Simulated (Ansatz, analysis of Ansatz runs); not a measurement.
# Hyperfine coupling of the F centre in LiF (PBE)

Aim: the hyperfine coupling of the F centre in LiF, to be set beside the measurement. Set-up: PBE, 64-site cell, PBE lattice, 300 eV, k: the single point 1/4 1/4 1/4 then 2x2x2 shifted 0.5 0.5 0.5. The model is a cell of 64 host atoms with 1 F taken out. The isotropic coupling follows from the spin density at the nucleus, the nuclear g-factor and the total spin. This set-up takes another basis size than the usual one.

What was measured. 7Li, shell I: 39.06 MHz, by ENDOR (quoted in “F center in LiF: A quantum mechanical ab initio investigation of the hyperfine interaction between the unpaired electron at the vacancy and its first seven neighbors”, 2001, G. Mallia et al., quoting earlier work (1968)). 19F, shell II: 105.9 MHz, by ENDOR (quoted in “F center in LiF: A quantum mechanical ab initio investigation of the hyperfine interaction between the unpaired electron at the vacancy and its first seven neighbors”, 2001, G. Mallia et al., quoting earlier work (1968)). 7Li, shell III: 0.5 MHz, by ENDOR (quoted in “F center in LiF: A quantum mechanical ab initio investigation of the hyperfine interaction between the unpaired electron at the vacancy and its first seven neighbors”, 2001, G. Mallia et al., quoting earlier work (1968)). 19F, shell IV: 0.48 MHz, by ENDOR (quoted in “F center in LiF: A quantum mechanical ab initio investigation of the hyperfine interaction between the unpaired electron at the vacancy and its first seven neighbors”, 2001, G. Mallia et al., quoting earlier work (1968)). The calculation is set beside it at the end.

Calculated with Ansatz 0.2.0; plane-wave PAW DFT, PBE; relaxation of all atoms of a defect supercell.

## 1. Starting point

The cell holds 63 atoms: 32 Li and 31 F. Its edges and angles: a = 8.183 Å, b = 8.183 Å, c = 8.183 Å, α = 90.0°, β = 90.0°, γ = 90.0°. It derives from LiF (space group Fm-3m). Nearest the centre at fractional (0.250, 0.500, 0.500): Li12 at 2.05 Å, Li19 at 2.05 Å, Li25 at 2.05 Å, Li56 at 2.05 Å, Li28 at 2.05 Å, Li27 at 2.05 Å, F14 at 2.89 Å, F8 at 2.89 Å.

The host's primitive cell comes from a first run (plane-wave PAW DFT, PBE; relaxation of the host's cell and atoms): vectors of 2.893, 2.893 and 2.893 Å. That is 8.56 Å³ an atom, 4.8 % over the diffraction cell's volume. The supercell is built on it.

## 2. Relaxation, charge 0

Every later number rests on the structure around the defect, so the atoms are relaxed at the host's lattice first.

The input, relax/input.yaml:

```yaml
relax:
  f_tol: 0.02
  max_steps: 80
  escape_saddle: false
crystal:
  lattice:
    - [8.182557, 0.0, 0.0]
    - [0.0, 8.182557, 0.0]
    - [0.0, 0.0, 8.182557]
  atoms:
    - { symbol: Li, position: [0.0, 0.0, 0.0] }
    - { symbol: Li, position: [0.0, 0.25, 0.25] }
    - { symbol: Li, position: [0.25, 0.0, 0.25] }
    - { symbol: Li, position: [0.25, 0.25, 0.0] }
    - { symbol: F, position: [0.0, 0.0, 0.25] }
    - { symbol: F, position: [0.0, 0.25, 0.0] }
    - { symbol: F, position: [0.25, 0.0, 0.0] }
    - { symbol: F, position: [0.25, 0.25, 0.25] }
    - { symbol: Li, position: [0.0, 0.0, 0.5] }
    - { symbol: Li, position: [0.0, 0.25, 0.75] }
    - { symbol: Li, position: [0.25, 0.0, 0.75] }
    - { symbol: Li, position: [0.25, 0.25, 0.5] }
    - { symbol: F, position: [0.0, 0.0, 0.75] }
    - { symbol: F, position: [0.0, 0.25, 0.5] }
    - { symbol: F, position: [0.25, 0.0, 0.5] }
    - { symbol: F, position: [0.25, 0.25, 0.75] }
    - { symbol: Li, position: [0.0, 0.5, 0.0] }
    - { symbol: Li, position: [0.0, 0.75, 0.25] }
    - { symbol: Li, position: [0.25, 0.5, 0.25] }
    - { symbol: Li, position: [0.25, 0.75, 0.0] }
    - { symbol: F, position: [0.0, 0.5, 0.25] }
    - { symbol: F, position: [0.0, 0.75, 0.0] }
    - { symbol: F, position: [0.25, 0.5, 0.0] }
    - { symbol: F, position: [0.25, 0.75, 0.25] }
    - { symbol: Li, position: [0.0, 0.5, 0.5] }
    - { symbol: Li, position: [0.0, 0.75, 0.75] }
    - { symbol: Li, position: [0.25, 0.5, 0.75] }
    - { symbol: Li, position: [0.25, 0.75, 0.5] }
    - { symbol: F, position: [0.0, 0.5, 0.75] }
    - { symbol: F, position: [0.0, 0.75, 0.5] }
    - { symbol: F, position: [0.25, 0.75, 0.75] }
    - { symbol: Li, position: [0.5, 0.0, 0.0] }
    - { symbol: Li, position: [0.5, 0.25, 0.25] }
    - { symbol: Li, position: [0.75, 0.0, 0.25] }
    - { symbol: Li, position: [0.75, 0.25, 0.0] }
    - { symbol: F, position: [0.5, 0.0, 0.25] }
    - { symbol: F, position: [0.5, 0.25, 0.0] }
    - { symbol: F, position: [0.75, 0.0, 0.0] }
    - { symbol: F, position: [0.75, 0.25, 0.25] }
    - { symbol: Li, position: [0.5, 0.0, 0.5] }
    - { symbol: Li, position: [0.5, 0.25, 0.75] }
    - { symbol: Li, position: [0.75, 0.0, 0.75] }
    - { symbol: Li, position: [0.75, 0.25, 0.5] }
    - { symbol: F, position: [0.5, 0.0, 0.75] }
    - { symbol: F, position: [0.5, 0.25, 0.5] }
    - { symbol: F, position: [0.75, 0.0, 0.5] }
    - { symbol: F, position: [0.75, 0.25, 0.75] }
    - { symbol: Li, position: [0.5, 0.5, 0.0] }
    - { symbol: Li, position: [0.5, 0.75, 0.25] }
    - { symbol: Li, position: [0.75, 0.5, 0.25] }
    - { symbol: Li, position: [0.75, 0.75, 0.0] }
    - { symbol: F, position: [0.5, 0.5, 0.25] }
    - { symbol: F, position: [0.5, 0.75, 0.0] }
    - { symbol: F, position: [0.75, 0.5, 0.0] }
    - { symbol: F, position: [0.75, 0.75, 0.25] }
    - { symbol: Li, position: [0.5, 0.5, 0.5] }
    - { symbol: Li, position: [0.5, 0.75, 0.75] }
    - { symbol: Li, position: [0.75, 0.5, 0.75] }
    - { symbol: Li, position: [0.75, 0.75, 0.5] }
    - { symbol: F, position: [0.5, 0.5, 0.75] }
    - { symbol: F, position: [0.5, 0.75, 0.5] }
    - { symbol: F, position: [0.75, 0.5, 0.5] }
    - { symbol: F, position: [0.75, 0.75, 0.75] }
basis:
  ecutwfc: 300
  xc_grid: 2
hamiltonian:
  xc: pbe
kpoints:
  mp_grid: { grid: [1, 1, 1], shift: [0.25, 0.25, 0.25] }
magnetization:
  spin_polarized: true
  initial_magnetization: 1
  spin_locking: { lock_magnetization: hard }
scf:
  occupations: { method: fermi_dirac, width: 0.01 }
  max_iter: 120
output:
  forces: true
checkpoint:
  write: "../relax.run"
  compress: false
  write_wavefunctions: true
  write_every: 100000
```

Launch:

```bash
ansatz run input.yaml --threads 2 --pin off --max-ram 3768MiB --backend cpu --events-out ev --progress --plain --runs-dir out
```

Numbers of over 12 decimals in the logs are rounded to 6 here.

The log of the run:

```text
[... repeated set-up lines and file paths are left out, and long positions are rounded to six places ...]
Warning: basis.ecutwfc = 300 eV is below the records' recommended 420 eV, and the density's cutoff is lower with it unless basis.ecutrho_ratio is high enough to keep the records' density cutoff: compare with a run at a higher cutoff
Engine: ansatz 0.2.0, x86_64-unknown-linux-gnu
Pseudopotentials: kind: paw
Pseudopotential: Li, paw, valence charge 3, recommended cutoff 420 eV (normal), Li.paw.azcp
Pseudopotential: F, paw, valence charge 7, recommended cutoff 420 eV (normal), F.paw.azcp
Functional definition: PBE
  parameter kappa = 0.804
  parameter beta = 0.066725
  exchange = pbe_x(kappa = kappa, mu = beta*pi^2/3)
  correlation = pbe_c(beta = beta)
Crystal: 63 atoms, lattice volume = 547.857 Å³
Basis set: ecut = 300 eV, 6451 PW (Γ), exchange–correlation on 96×96×96 points (8 copies of the dense FFT grid, shifted against one another)
Bands: 220, of which v1, the nominal top of the filled ones, is band 157 counted from 1 (156 counted from 0)
Symmetry: 12 space group operations
k-points: 1
Non-local potential: Li, projectors of the file, l = 0: 3, l = 1: 2, l = 2: 1
Non-local potential: F, projectors of the file, l = 0: 2, l = 1: 2, l = 2: 1
PAW form: soft (Blöchl's): semilocal exchange-correlation on the pseudo side does not see the compensation charge
PAW one-centre angular grid: Li, 110 points (default); XC on 64 Gauss nodes
PAW one-centre angular grid: F, 110 points (default); XC on 64 Gauss nodes
Initial density: superposition of atomic densities (chi_scale 0.1, normalization cell, long waves kept (reshape's long-wave potential 0.36 eV rms))
Starting moments: Σ|m| = 1 μB on 63 of 63 sites
Initial wavefunctions: pseudopotential atomic-orbital guess
Functional: x = pbe(κ = 0.804, μ = 0.219515), c = pbe(β = 0.066725)
SCF iter   1: F=—  HF=-31685.110987 eV  |F-HF|=—  |Δ(HF+E_count)|=         —  Δρ=3.55e-2 (↑3.42e-2 ↓3.55e-2)  dr2=1.44e1  dr2_m=9.35e-2  M=1.000 μB ∫|m|=1.031 μB  β_m=0.30  ethr=3.10e-3  ⟨swp⟩=6.0  Hψ=1852  notcnv=0  defer=45
preconditioner: auto → Resta (q_TF=auto, 2.485 Å⁻¹)  ε∞=2.8  [insulator: Δε(μ)=3.779 eV  Ē_g=18.687 eV  σ=0.010 eV  W_gap=1.00  n_scr=146 (ndim 8)  ℏωp=25.0 eV  f_vac=0.000  D(μ)=0.00/eV (n_scr^D=0)  ε∞_Penn≈2.8]
spin=Collinear: Resta preconditioning applied to the charge; magnetization (m = ρ↑ − ρ↓) channel mixes plain (no charge-response kernel on spin).
SCF iter   2: F=—  HF=-31683.738496 eV  |F-HF|=—  |Δ(HF+E_count)|=    1.37e0  Δρ=2.16e-2 (↑2.01e-2 ↓2.16e-2)  dr2=5.55e0  dr2_m=5.10e-2  M=1.000 μB ∫|m|=1.028 μB  β_m=0.49  ethr=3.10e-3  ⟨swp⟩=2.0  Hψ=515  notcnv=0  defer=119
SCF iter   3: F=—  HF=-31683.958268 eV  |F-HF|=—  |Δ(HF+E_count)|=   2.20e-1  Δρ=7.81e-3 (↑7.32e-3 ↓7.81e-3)  dr2=8.92e-1  dr2_m=5.44e-3  M=1.000 μB ∫|m|=1.021 μB  β_m=0.64  ethr=1.77e-3  ⟨swp⟩=3.0  Hψ=522  notcnv=0  defer=119
SCF iter   4: F=—  HF=-31684.054660 eV  |F-HF|=—  |Δ(HF+E_count)|=   9.64e-2  Δρ=1.08e-3 (↑9.72e-4 ↓1.08e-3)  dr2=1.20e-2  dr2_m=1.82e-4  M=1.000 μB ∫|m|=1.016 μB  β_m=0.82  ethr=2.85e-4  ⟨swp⟩=4.0  Hψ=681  notcnv=0  defer=115
SCF iter   5: F=—  HF=-31684.096056 eV  |F-HF|=—  |Δ(HF+E_count)|=   4.14e-2  Δρ=2.41e-4 (↑2.14e-4 ↓2.41e-4)  dr2=7.62e-4  dr2_m=1.12e-5  M=1.000 μB ∫|m|=1.014 μB  β_m=0.83  ethr=3.84e-6  ⟨swp⟩=3.5  Hψ=684  notcnv=0  defer=110
SCF iter   6: F=—  HF=-31684.094886 eV  |F-HF|=—  |Δ(HF+E_count)|=   1.17e-3  Δρ=1.63e-4 (↑1.63e-4 ↓1.62e-4)  dr2=3.27e-4  dr2_m=4.63e-7  M=1.000 μB ∫|m|=1.014 μB  β_m=0.69  ethr=2.43e-7  ⟨swp⟩=2.5  Hψ=719  notcnv=0  defer=110
SCF iter   7: F=—  HF=-31684.094804 eV  |F-HF|=—  |Δ(HF+E_count)|=   8.16e-5  Δρ=2.59e-5 (↑2.59e-5 ↓2.13e-5)  dr2=7.56e-6  dr2_m=2.02e-7  M=1.000 μB ∫|m|=1.014 μB  β_m=0.81  ethr=3.19e-9  ⟨swp⟩=2.0  Hψ=1334  notcnv=0
SCF iter   8: F=-31684.094813 eV  HF=-31684.094813 eV  |F-HF|=9.92e-8  |Δ(HF+E_count)|=   9.43e-6  Δρ=5.01e-6 (↑5.01e-6 ↓4.40e-6)  dr2=5.25e-7  dr2_m=4.85e-9  M=1.000 μB ∫|m|=1.014 μB  ethr=2.41e-9  ⟨swp⟩=3.0  Hψ=846  notcnv=0
SCF 1 converged in 8 iterations: F = -31684.094813 eV  dr2 = 5.25e-7
  greatest PAW one-centre occupation: 0.999 electrons in one spin orbital (limit 2), on the Li atom at site 55 (counted from 0), in its partial waves of l = 0
relax step   1: F+E_penalty+E_count = -31684.09481330 eV  Δ(F+E_penalty+E_count) = +0.000e0 eV  max|allowed force component| = 2.077e-1 eV/Å  Δτ_max = 0.0000 Å  (8 SCF iters, dr2 threshold 1.00e-5 eV, accepted)
[... the SCF cycles and remarks between the steps are left out from here to the last step ...]
relax step   2: F+E_penalty+E_count = -31684.11395412 eV  Δ(F+E_penalty+E_count) = -1.914e-2 eV  max|allowed force component| = 1.038e-1 eV/Å  Δτ_max = 0.0203 Å  (6 SCF iters, dr2 threshold 2.70e-6 eV, accepted)
relax step   3: F+E_penalty+E_count = -31684.12640155 eV  Δ(F+E_penalty+E_count) = -1.245e-2 eV  max|allowed force component| = 2.310e-2 eV/Å  Δτ_max = 0.0278 Å  (6 SCF iters, dr2 threshold 6.74e-7 eV, accepted)
SCF iter   1: F=—  HF=-31684.127577 eV  |F-HF|=—  |Δ(HF+E_count)|=         —  Δρ=5.47e-4 (↑5.02e-4 ↓5.47e-4)  dr2=2.89e-3  dr2_m=1.49e-5  M=1.000 μB ∫|m|=1.013 μB  β_m=0.30  ethr=1.20e-5  ⟨swp⟩=5.5  Hψ=1113  notcnv=0  defer=110
SCF iter   2: F=—  HF=-31684.127907 eV  |F-HF|=—  |Δ(HF+E_count)|=   3.30e-4  Δρ=3.94e-4 (↑3.60e-4 ↓3.94e-4)  dr2=1.62e-3  dr2_m=7.47e-6  M=1.000 μB ∫|m|=1.013 μB  β_m=0.65  ethr=9.22e-7  ⟨swp⟩=1.5  Hψ=515  notcnv=0  defer=110
SCF iter   3: F=—  HF=-31684.128238 eV  |F-HF|=—  |Δ(HF+E_count)|=   3.31e-4  Δρ=4.76e-5 (↑4.70e-5 ↓4.76e-5)  dr2=4.26e-5  dr2_m=5.96e-8  M=1.000 μB ∫|m|=1.013 μB  β_m=0.61  ethr=5.19e-7  ⟨swp⟩=2.0  Hψ=501  notcnv=0  defer=110
SCF iter   4: F=—  HF=-31684.127937 eV  |F-HF|=—  |Δ(HF+E_count)|=   3.01e-4  Δρ=2.35e-5 (↑2.24e-5 ↓2.35e-5)  dr2=5.93e-6  dr2_m=5.43e-8  M=1.000 μB ∫|m|=1.013 μB  β_m=0.81  ethr=1.36e-8  ⟨swp⟩=2.0  Hψ=568  notcnv=0  defer=110
SCF iter   5: F=—  HF=-31684.127936 eV  |F-HF|=—  |Δ(HF+E_count)|=   2.49e-7  Δρ=4.66e-6 (↑4.66e-6 ↓4.61e-6)  dr2=3.03e-7  dr2_m=2.49e-9  M=1.000 μB ∫|m|=1.013 μB  β_m=0.85  ethr=1.89e-9  ⟨swp⟩=2.0  Hψ=518  notcnv=0  defer=110
SCF iter   6: F=-31684.127936 eV  HF=-31684.127936 eV  |F-HF|=5.75e-8  |Δ(HF+E_count)|=   9.28e-8  Δρ=2.43e-6 (↑2.43e-6 ↓2.42e-6)  dr2=7.20e-8  dr2_m=9.42e-11  M=1.000 μB ∫|m|=1.013 μB  ethr=3.19e-11  ⟨swp⟩=3.0  Hψ=1011  notcnv=0
SCF 4 converged in 6 iterations: F = -31684.127936 eV  dr2 = 7.20e-8
relax step   4: F+E_penalty+E_count = -31684.12793642 eV  Δ(F+E_penalty+E_count) = -1.535e-3 eV  max|allowed force component| = 1.322e-2 eV/Å  Δτ_max = 0.0080 Å  (6 SCF iters, accepted)
NSCF: frozen V_eff on 1 k-points
the band table was solved once a step of the walk had ended and its energy, with any forces and stress, was formed, with the checks that follow a solve (1893 applications of the Hamiltonian). They found nothing against the state; [...]
SCF converged after 6 iterations
Stability checked in part: among states of this total moment the steps that led to this state did not find it unstable. No probe was made; neither looks for a lower state of another moment (fixed_total_moment; see scf.lower_state_search)
Magnetization: 1.0000 μB (157.0000 up, 156.0000 down)
Absolute magnetization: 1.0135 μB (∫|ρ↑−ρ↓|, with the PAW one-centre terms)
Spin contamination: 0.0005 ħ² per cell (⟨S²⟩ above its minimum at these occupations)
Per-site moments (μB) at R_I (Å): [(2.2814768388301976e-5, 0.841893), (0.000162994, 0.842670), (0.00031621, 0.838085), [... 60 left out ...]
Free energy (F): -31684.127936 eV
Harris-Foulkes:  -31684.127936 eV  (|F-HF|=5.75e-8)
Internal energy: -31684.127936 eV  (E = F + TS)
E sigma→0 (E₀):  -31684.127936 eV
Fermi energy:    7.087659 (↑ 7.986993, ↓ 4.174995) eV
--- Per-component energies (eV) ---
  E_band       = -3887.985411
  E_kinetic    = 7328.395075
  E_local      = -20983.286386  (includes V_loc(G=0)·N_el)
  E_nonlocal   = 1064.844356
  E_hartree    = 7418.438241
  E_xc         = -2898.007380
  E_vxc        = -3717.269105  (∫ρ·V_xc dr)
  E_paw        = -6850.132754  (= ΣΔE_a)
  E_vpaw       = -2417.900095  (= ΣTr[D̂ρ^β])
  E_aug_tail   = 0.379644  (compensation charges beyond the density's cutoff)
  E_ewald      = -16764.758733
  E_smearing   = -0.000000  (= −TS)
  E_closure    = -0.000000  (closes the sum)
  Σ components = -31684.127936   (vs F -31684.127936, Δ=0.00e0)
--- Forces (eV/Å), atoms counted from 1 ---
  atom   1  Li    -0.00031428     0.00000975     0.00000975
  atom   2  Li    -0.00198300    -0.00198300    -0.00198300
  [... 5 atoms left out ...]
  atom   8  F      0.00039982     0.01322189     0.01322189
  [... 3 atoms left out ...]
  atom  12  Li    -0.00011165    -0.01017128    -0.00011165
  [... 1 atom left out ...]
  atom  14  F      0.01322189     0.01322189     0.00039982
  [... 4 atoms left out ...]
  atom  19  Li    -0.00011165    -0.00011165    -0.01017128
  [... 4 atoms left out ...]
  atom  24  F      0.00000000    -0.01271144     0.01271144
  atom  25  Li    -0.01017128    -0.00011165    -0.00011165
  [... 1 atom left out ...]
  atom  27  Li     0.00011165     0.00011165     0.01017128
  atom  28  Li     0.00011165     0.01017128     0.00011165
  [... 2 atoms left out ...]
  atom  31  F     -0.00039982    -0.01322189    -0.01322189
  [... 24 atoms left out ...]
  atom  56  Li     0.01017128     0.00011165     0.00011165
  [... 7 atoms left out ...]
  max |Σ_I F_I| component: 1.36e-17 eV/Å
--- Band table (eV) ---
  k-point 0 ↑: bands = ["-40.5280", "-40.5147", "-40.5147", "-40.5102", [... 212 left out ...] "17.3227", "17.8359", "17.8359", "18.0064"]
  k-point 0 ↓: bands = ["-40.5264", "-40.5134", "-40.5134", "-40.5084", [... 212 left out ...] "17.4946", "17.8748", "17.8748", "18.0324"]
--- Relaxed structure (4 steps of the walk, 4 accepted, 0 SCFs on fresh bases) ---
  F+E_penalty+E_count = -31684.12793642 eV   max|allowed force component| = 1.322e-2 eV/Å
  atoms:
    - { symbol: Li, position: [-0.000573, 1.8895362993862624e-5, 1.8895362993862624e-5] }
    - { symbol: Li, position: [0.000424, 0.250424, 0.250424] }
    [... 5 atoms left out ...]
    - { symbol: F, position: [0.250069, 0.248685, 0.248685] }
    [... 3 atoms left out ...]
    - { symbol: Li, position: [0.250026, 0.243332, 0.500026] }
    [... 1 atom left out ...]
    - { symbol: F, position: [-0.001315, 0.248685, 0.500069] }
    [... 4 atoms left out ...]
    - { symbol: Li, position: [0.250026, 0.500026, 0.243332] }
    [... 4 atoms left out ...]
    - { symbol: F, position: [0.25, 0.751530, 0.248470] }
    - { symbol: Li, position: [-0.006668, 0.500026, 0.500026] }
    [... 1 atom left out ...]
    - { symbol: Li, position: [0.249974, 0.499974, 0.756668] }
    - { symbol: Li, position: [0.249974, 0.756668, 0.499974] }
    [... 2 atoms left out ...]
    - { symbol: F, position: [0.249931, 0.751315, 0.751315] }
    [... 24 atoms left out ...]
    - { symbol: Li, position: [0.506668, 0.499974, 0.499974] }
    [... 7 atoms left out ...]
```

Run time: 14 s. Hardware: 2 threads of Intel Xeon 6975P-C (Granite Rapids), shared host; peak memory 1.1 GiB; 26 s of CPU time.

[end of part 1 of 2]

[Logs are printed without paths, hosts, clocks, repeated set-up lines and the standing remarks that a program may print on its own settings, such as how far it seeks lower states.]

[Hosts, paths, dates, database ids (printed as entryN), source tags and the programs' standing remarks are cut or masked in the printed files.]

[For some hosts the program warned that the k-mesh of the response run may be too coarse for force constants and the static dielectric constant; such warnings are not shown here.]
